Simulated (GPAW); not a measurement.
# Cs: optical spectrum from first principles

Aim: the dielectric function of Cs, and the optical constants that follow from it.

Main program and level: GPAW 26.7.0; DFT, PBE, plane-wave PAW (GPAW data sets), scalar-relativistic, RPA, optical limit.

### Step 1. The structure

The structure is cubic, space group Im-3m (No. 229). Conventional cell: a = 6.067 Å, b = 6.067 Å, c = 6.067 Å, α = 90.00°, β = 90.00°, γ = 90.00°.

Coordinates:

```cif
data_structure
_symmetry_space_group_name_H-M 'Im-3m'
_symmetry_Int_Tables_number 229
_cell_length_a 6.0670
_cell_length_b 6.0670
_cell_length_c 6.0670
_cell_angle_alpha 90.000
_cell_angle_beta 90.000
_cell_angle_gamma 90.000
_cell_volume 223.32
loop_
_atom_site_label
_atom_site_type_symbol
_atom_site_symmetry_multiplicity
_atom_site_Wyckoff_symbol
_atom_site_fract_x
_atom_site_fract_y
_atom_site_fract_z
_atom_site_occupancy
Cs1 Cs 2 a 0.00000 0.00000 0.00000 1
```

### Step 2. Bands for the response

The response needs many more empty bands than the density does.

This step: DFT, PBE, plane-wave PAW (GPAW data sets), scalar-relativistic, bands at fixed density (GPAW 26.7.0).

nscf.py

```python
from ase.dft.bandgap import bandgap
from gpaw import GPAW, FermiDirac

calc = GPAW('gs.gpw').fixed_density(kpts={'size': (10, 10, 10), 'gamma': True}, nbands=90, convergence={'bands': 84},
                                    occupations=FermiDirac(0.05), txt='nscf.txt')
print('gap (eV)', bandgap(calc, output=None)[0])
print('direct gap (eV)', bandgap(calc, direct=True, output=None)[0])
print('top band over the Fermi level (eV)', min(calc.get_eigenvalues(kpt=k)[83] for k in range(len(calc.get_ibz_k_points()))) - calc.get_fermi_level())
calc.write('full.gpw', mode='all')
```

Command:

```console
$ OMP_NUM_THREADS=1 python nscf.py
```

Numbers of over 12 decimals in the logs are rounded to 6 here.

Output:

```text
Diagonalizing LCAO Hamiltonian
Converting LCAO to pw mode
convergence criteria:
- Maximum integral of absolute [eigenst]ate change: 4e-08 eV^2 / valence electron
maximum number of iterations: 150

SCF iterations
|iter     |      energy | eigst |  dens |
|iter:   1||             | +4.47 |       |
|iter:   2||             | +3.26 |       |
|iter:   3||             | +2.26 |       |
|iter:   4||             | +1.28 |       |
|iter:   5||             | +0.42 |       |
|iter:   6||             | -0.32 |       |
|iter:   7||             | -1.02 |       |
|iter:   8||             | -1.65 |       |
|iter:   9||             | -2.31 |       |
|iter:  10||             | -2.91 |       |
|iter:  11||             | -3.54 |       |
|iter:  12||             | -4.13 |       |
|iter:  13||             | -4.74 |       |
|iter:  14||             | -5.27 |       |
|iter:  15||             | -5.75 |       |
|iter:  16||             | -6.15 |       |
|iter:  17||             | -6.44 |       |
|iter:  18||             | -6.69 |       |
|iter:  19||             | -6.93 |       |
|iter:  20||             | -7.15 |       |
|iter:  21||             | -7.34 |       |
|iter:  22||             | -7.50c|       |
SCF steps: 22
  __  _  _
 | _ |_)|_||  |
 |__||  | ||/\| - 26.7.0

Versions:
  Python: 3.12.14
  ASE:    3.29.0
  Numpy:  2.5.5
  Scipy:  1.18.1
  Libxc:  7.0.0

Input parameters:
  mode=PW(ecut=500.0),
  convergence={'bands': 84},
  gpts=array([28, 28, 28]),
  kpts=MonkhorstPack(size=(10, 10, 10), gamma=True),
  maxiter=150,
  nbands=90,
  occupations=Occupations(name='fermi-dirac', width=0.05, fixmagmom=False),
  parallel={},
  xc=XC(name='PBE')

--- standard output ---
gap (eV) 0.0
direct gap (eV) 0.0
top band over the Fermi level (eV) 39.385929
```

Elapsed: 7.5 min, on 1 thread of Arm Neoverse V1, shared host; peak memory 0.36 GiB.

### Step 3. Dielectric function, RPA

Transitions between filled and empty bands, summed over the zone, give the optical response, so mesh, band count and broadening shape it.

The induced potential is part of this response.

This step: DFT, PBE, plane-wave PAW (GPAW data sets), scalar-relativistic, RPA, optical limit (GPAW 26.7.0).

df.py

```python
from gpaw.response.df import DielectricFunction

df = DielectricFunction('full.gpw', frequencies={'type': 'nonlinear', 'domega0': 0.03, 'omega2': 8},
                        ecut=50,
                        eta=0.15,
                        nbands=84,
                        rate=0.05,
                        txt='df.txt')
for direction in ['x']:
    df.get_dielectric_function(xc='RPA', direction=direction, filename=f'df_{direction}.csv')
```

Command:

```console
$ OMP_NUM_THREADS=1 python df.py
```

Output:

```text
Using integrator: PointIntegrator
NonLinearFrequencyDescriptor(from 0.000 to 67.159 eV, 501 points)
Nonperiodic BCs:  [False False False]
Using integrator: PointIntegrator
NonLinearFrequencyDescriptor(from 0.000 to 67.159 eV, 501 points)
Nonperiodic BCs:  [False False False]
Using integrator: PointIntegrator

Calculating chi0 body with:
    Ground state adapter containing:
    Number of spins: 1
    Number of kpoints: 1000
    Number of irreducible kpoints: 47
    Number of completely occupied states: 4
    Number of partially occupied states: 6

    Linear response parametrization:
    q_c: [0.0, 0.0, 0.0]
    Number of frequency points: 501
    Planewave cutoff: 50.0
    Number of bands: 84
    Number of planewaves: 87
    Broadening (eta): 0.15

Integrating chi0 body.

Symmetries of q_c:
    Direct symmetries (Uq -> q): 48
    Indirect symmetries (TUq -> q): 0
In total 48 allowed symmetries.

47 groups of equivalent kpoints. 95.3% reduction.

Integral kind: spectral function

Calculating chi0 optical extensions with:
    Ground state adapter containing:
    Number of spins: 1
    Number of kpoints: 1000
    Number of irreducible kpoints: 47
    Number of completely occupied states: 4
    Number of partially occupied states: 6

    Linear response parametrization:
    Number of frequency points: 501
    Planewave cutoff: 50.0
    Number of bands: 84
    Number of planewaves: 87
    Broadening (eta): 0.15
Integrating chi0 head and wings.

Symmetries of q_c:
    Direct symmetries (Uq -> q): 48
    Indirect symmetries (TUq -> q): 0
In total 48 allowed symmetries.

47 groups of equivalent kpoints. 95.3% reduction.

Integral kind: spectral function wings

Calculating drude chi0 with:
    Number of frequency points:501
    Plasma frequency decay rate: 0.05 eV

    Ground state adapter containing:
    Number of spins: 1
    Number of kpoints: 1000
    Number of irreducible kpoints: 47
    Number of completely occupied states: 4
    Number of partially occupied states: 6

Symmetries of q_c:
    Direct symmetries (Uq -> q): 48
    Indirect symmetries (TUq -> q): 0
In total 48 allowed symmetries.

47 groups of equivalent kpoints. 95.3% reduction.

Integral kind: intraband
Plasma frequency:
[[3.46-0.j 0.  +0.j 0.  +0.j]
 [0.  +0.j 3.46-0.j 0.  -0.j]
 [0.  +0.j 0.  -0.j 3.46-0.j]]
```

Wall time 30 s (1 thread); peak memory 0.39 GiB.

Read-outs, printed or worked out from the files:

- centre of weight of the strongest loss peak in the window: 3.584 eV

Some rows of df_x.csv (energy; Re and Im without local fields; Re and Im with them):

```text
0.000000, 4797.037502, -0.000000, 4796.772278, -0.000000
0.429336, -57.124558, 15.347807, -57.407062, 15.329507
0.878195, -10.116639, 6.807065, -10.388778, 6.647330
1.347938, -6.087345, 3.635808, -6.234137, 3.544613
1.840057, -3.112819, 1.578239, -3.256973, 1.531938
2.356191, -1.444024, 0.767017, -1.591781, 0.738828
2.898142, -0.339487, 0.519558, -0.492485, 0.499862
3.467895, 0.240529, 0.381307, 0.077975, 0.369787
4.067647, 0.463770, 0.504720, 0.281922, 0.495814
4.699832, 0.655793, 0.283543, 0.495441, 0.285104
5.367152, 0.774811, 0.178421, 0.598228, 0.204327
6.072622, 0.958384, 0.109359, 0.737798, 0.157961
6.819608, 1.125610, 0.066419, 0.858520, 0.117595
7.611886, 1.285510, 0.049830, 0.970761, 0.073752
8.453705, 1.436749, 0.038591, 1.060188, 0.043981
9.349861, 1.641949, 0.045438, 1.170807, 0.052993
10.305790, 2.036278, 0.118137, 1.338449, 0.065110
11.327680, 2.323995, 0.787406, 1.345529, 0.254826
12.422601, 1.424489, 1.591541, 1.295242, 0.453643
13.598673, 1.884498, 1.518828, 1.271621, 0.293714
```

The Im ε, E ∥ x has structure finer than the step of the table below, so its rows give means over 0.5 eV, whole bins alone (the curve runs from 0.305 to 14.0 eV). Peaks (eV: height): 0.94: 6.88.

Sum at mesh points, not converged in k. Im ε, E ∥ x against photon energy; means over each step:

photon energy (eV), Im ε, E ∥ x and a bar:
```
      1.0        5.8 ##############################
      1.5        2.8 ##############
      2.0        1.3 ######
      2.5        0.7 ###
      3.0        0.5 ##
      3.5        0.4 ##
      4.0        0.5 ##
      4.5        0.3 ##
      5.0        0.3 #
      5.5        0.2 #
      6.0        0.2 #
      6.5        0.1 
      7.0        0.1 
      7.5        0.1 
      8.0        0.1 
      8.5        0.0 
      9.0        0.0 
      9.5        0.1 
     10.0        0.1 
     10.5        0.1 
     11.0        0.3 #
     11.5        0.3 #
     12.0        0.4 ##
     12.5        0.4 ##
     13.0        0.3 ##
     13.5        0.3 #
```

Values under 1 per cm are given as 1; sum at mesh points, not converged in k. Absorption coefficient, E ∥ x against photon energy:

```tsv
photon energy (eV)	absorption coefficient, E ∥ x (1/cm)
0.5	3.3e5
1.0	3.3e5
1.5	3.5e5
2.0	3.3e5
2.5	2.9e5
3.0	2.1e5
3.5	1.3e5
4.0	1.6e5
4.5	1.1e5
5.0	1.2e5
5.5	68514
6.0	62142
6.5	47772
7.0	42790
7.5	27389
8.0	28094
8.5	17864
9.0	20952
9.5	21129
10.0	22132
10.5	48318
11.0	1.3e5
11.5	1.4e5
12.0	1.9e5
12.5	2.5e5
13.0	2.0e5
13.5	1.8e5
```

Sum at mesh points, not converged in k. Loss function −Im 1/ε at q → 0, E ∥ x against energy loss; read off at these points:

```tsv
energy loss (eV)	loss function −Im 1/ε at q → 0, E ∥ x
0.50	0.00567
1.00	0.0498
1.50	0.0802
2.00	0.151
2.50	0.340
3.00	1.29
3.43	2.69
3.50	2.43
4.00	1.56
4.33	1.67
4.50	1.29
5.00	0.950
5.50	0.450
6.00	0.319
6.50	0.195
7.00	0.145
7.50	0.0772
8.00	0.0689
8.50	0.0376
9.00	0.0377
9.50	0.0338
10.00	0.0307
10.50	0.0550
11.00	0.137
11.50	0.141
12.00	0.184
12.50	0.251
12.75	0.265
13.00	0.229
13.50	0.181
```

The Im ε, E ∥ x has structure finer than the step of the table below, so its rows give means over 0.5 eV, whole bins alone (the curve runs from 0.305 to 14.0 eV). Peaks (eV: height): without local fields 0.94: 7.05; with local fields 0.94: 6.88.

Sum at mesh points, not converged in k. Im ε, E ∥ x against photon energy; means over each step:

```tsv
photon energy (eV)	without local fields	with local fields
1.0	5.95	5.81
1.5	2.86	2.78
2.0	1.32	1.27
2.5	0.688	0.661
3.0	0.524	0.507
3.5	0.416	0.405
4.0	0.532	0.523
4.5	0.345	0.335
5.0	0.298	0.312
5.5	0.165	0.194
6.0	0.125	0.176
6.5	0.0837	0.134
7.0	0.0602	0.108
7.5	0.0486	0.0745
8.0	0.0447	0.0671
8.5	0.0391	0.0433
9.0	0.0403	0.0478
9.5	0.0496	0.0502
10.0	0.0757	0.0515
10.5	0.238	0.119
11.0	0.605	0.256
11.5	0.990	0.281
12.0	1.46	0.357
12.5	1.49	0.435
13.0	1.12	0.346
13.5	1.46	0.307
```

Sum at mesh points, not converged in k. The reflectivity at normal incidence, E ∥ x by photon energy; read off at these points:

photon energy (eV), reflectivity at normal incidence, E ∥ x (%) and a bar:
```
      0.5       93.0 ##############################
      1.0       72.2 #######################
      1.5       71.1 #######################
      2.0       67.7 ######################
      2.5       62.2 ####################
      3.0       37.8 ############
      3.5       16.1 #####
      4.0       10.0 ###
      4.5        6.1 ##
      5.0        3.9 #
      5.5        1.6 #
      6.0        0.9 
      6.5        0.4 
      7.0        0.2 
      7.5        0.0 
      8.0        0.0 
      8.5        0.0 
      9.0        0.1 
      9.5        0.2 
     10.0        0.4 
     10.5        0.7 
     11.0        0.9 
     11.5        0.9 
     12.0        1.1 
     12.5        1.3 
     13.0        0.7 
     13.5        0.7
```

At chosen wavelengths:

```tsv
wavelength (nm)	n	k	R (%)	1/α
1550	0.80	3.664	80.7	34 nm
800	0.54	2.258	71.2	28 nm
633	0.38	1.696	68.4	30 nm
532	0.29	1.323	65.7	32 nm
450	0.30	0.907	52.2	40 nm
365	0.43	0.439	23.5	66 nm
308	0.64	0.390	9.7	63 nm
```

A polished face would reflect 65 % of daylight and look faintly yellow-green (CIE x = 0.331, y = 0.357 under D65).

### Step 4. Results

```json
{
 "centre of weight of the strongest loss peak in the window, first axis": "3.58 eV"
}
```

What this shows: At this level (PBE, RPA) Cs is a metal. The mesh is too coarse to trust the carriers' weight, the reflectivity or the colour to better than tens of per cent. A polished face would reflect 65 % of daylight and look faintly yellow-green (CIE x = 0.331, y = 0.357 under D65). The carriers' damping of 0.05 eV is typed, not computed; it shapes the response at the lowest energies. Spin-orbit coupling is left out although heavy atoms are present. GPAW's carrier term has the form −ωp²/(ω + i·rate)², which damps like twice the rate and fails at low energy, so the curves leave the lowest energies out. The sum runs over mesh points 0.15 Å⁻¹ apart with no interpolation, so peaks are partly noise of the mesh, and the Drude plasma energy, a sum over the Fermi surface, isn't converged.

[Machine, clock and banner lines and Python warnings are left out of the logs.]

[Logs are printed without paths, hosts, clocks, repeated set-up lines and the standing remarks that a program may print on its own settings, such as how far it seeks lower states.]

[Hosts, paths, dates, database ids (printed as entryN), source tags and the programs' standing remarks are cut or masked in the printed files.]
